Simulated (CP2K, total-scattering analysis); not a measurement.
## carbon tetrachloride: neutron diffraction with isotope substitution

Two samples of carbon tetrachloride (16 CCl4; Cl 80.0, C 20.0 atom %; 295 K, fixed volume; ρ₀ = 0.0311 Å⁻³) differ only in the isotope of Cl: 35Cl (b = 11.7 fm) and 37Cl (b = 3.08 fm). Other lengths: C 6.6472 fm. The data are simulated by ab initio molecular dynamics with CP2K (revPBE-D3(BJ), Gaussian and plane waves, DZVP-MOLOPT-SR basis, GTH potentials, 300 Ry, CSVR thermostat, no spin, fixed volume). The average runs over 1.13 ps of 80 atoms, so shells between rare elements are rough. Mean temperature 305 K, largest m.s.d. 3.03 Å², energy drift -1 meV an atom (last third less first, no steady trend); the first quarter of the run is discarded. Start: last frame of a classical run of this cell at the same density and temperature. So short a stretch relaxes bonds and nearest shells but still remembers its start. It is a liquid. The partials come from the cell's reciprocal vectors below 4 Å⁻¹ and from g(r) above; absorption, incoherent and inelastic scattering are left out. F(Q) = Σ ci cj bi bj (Sij − 1), in barn per steradian and atom:

```csv
Q (Å⁻¹),35Cl,37Cl,difference
0.6,-1.098,-0.152,-0.946
0.9,-0.996,-0.131,-0.865
1.2,1.211,0.417,0.793
1.5,-0.613,-0.045,-0.568
1.8,-0.350,-0.013,-0.336
2.1,-0.059,-0.069,0.009
2.4,0.156,-0.045,0.201
2.7,-0.140,-0.055,-0.085
3.0,-0.105,-0.032,-0.073
3.3,-0.060,-0.031,-0.029
3.6,-0.158,-0.005,-0.153
3.9,-0.076,0.022,-0.098
4.2,0.097,0.036,0.061
4.5,0.221,0.042,0.179
4.8,0.277,0.041,0.236
5.1,0.196,0.021,0.175
5.4,-0.011,-0.008,-0.003
5.7,-0.206,-0.030,-0.176
6.0,-0.280,-0.040,-0.240
6.3,-0.195,-0.033,-0.162
6.6,-0.008,-0.013,0.005
6.9,0.123,0.004,0.119
7.2,0.140,0.015,0.125
7.5,0.094,0.020,0.073
7.8,-0.001,0.016,-0.017
8.1,-0.062,0.009,-0.072
8.4,-0.019,0.009,-0.028
8.7,0.046,0.005,0.041
9.0,0.067,-0.001,0.069
9.3,0.036,-0.008,0.044
9.6,-0.042,-0.015,-0.027
9.9,-0.114,-0.019,-0.095
10.2,-0.124,-0.016,-0.108
10.5,-0.059,-0.004,-0.055
10.8,0.041,0.008,0.032
```

The first difference in real space, ΔG(r), in barn (from the pair functions, so without the broadening of a finite Q range):

| r (Å) | first difference G(r) |
| --- | --- |
| 1.14 | -0.986 |
| 1.22 | -0.986 |
| 1.30 | -0.986 |
| 1.38 | -0.986 |
| 1.46 | -0.986 |
| 1.54 | -0.986 |
| 1.62 | -0.979 |
| 1.70 | 0.152 |
| 1.78 | 4.856 |
| 1.86 | 1.071 |
| 1.94 | -0.893 |
| 2.02 | -0.985 |
| 2.10 | -0.986 |
| 2.18 | -0.986 |
| 2.26 | -0.986 |
| 2.34 | -0.986 |
| 2.42 | -0.986 |
| 2.50 | -0.986 |
| 2.58 | -0.986 |
| 2.66 | -0.985 |
| 2.74 | -0.841 |
| 2.82 | 0.839 |
| 2.90 | 4.065 |
| 2.98 | 2.610 |
| 3.06 | -0.233 |
| 3.14 | -0.864 |
| 3.22 | -0.825 |
| 3.30 | -0.725 |
| 3.38 | -0.489 |
| 3.46 | -0.399 |
| 3.54 | -0.215 |
| 3.62 | -0.099 |
| 3.70 | -0.097 |
| 3.78 | -0.009 |
| 3.86 | -0.038 |
| 3.94 | -0.094 |
| 4.02 | -0.088 |
| 4.10 | -0.078 |
| 4.18 | -0.130 |
| 4.26 | -0.119 |
| 4.34 | -0.169 |

**Question.** Which pairs survive in the difference, and what is the first shell of Cl?

Pairs without Cl cancel. ΔG(r) = Σ W [g(r) − 1] with W = 2 c(Cl) c(j) b(j) Δb, and c(Cl)² (b₁² − b₂²) for Cl–Cl: Cl–Cl 0.8154, Cl–C 0.1834 barn. At small r, ΔG → −ΣW = -0.999; in this finite cell the Cl–Cl term carries (N − 1)/N with N = 64 atoms of Cl, which gives -0.986.

The first feature, at 1.79 Å, is Cl–C. n = 4πρ₀ c(C)/W ∫ r² [ΔG − ΔG(0)] dr up to 2.28 Å gives 1.0 C around each Cl; the coordinates give 1.00 up to 2.28 Å.

Shells of Cl from the coordinates: Cl–C at 1.79 Å, 1.0 neighbours to 2.28 Å; Cl–Cl at 2.92 Å, 3.0 neighbours to 3.22 Å (first peaks with a usable minimum only).

[Logs are printed without paths, hosts, clocks, repeated set-up lines and the standing remarks that a program may print on its own settings, such as how far it seeks lower states.]
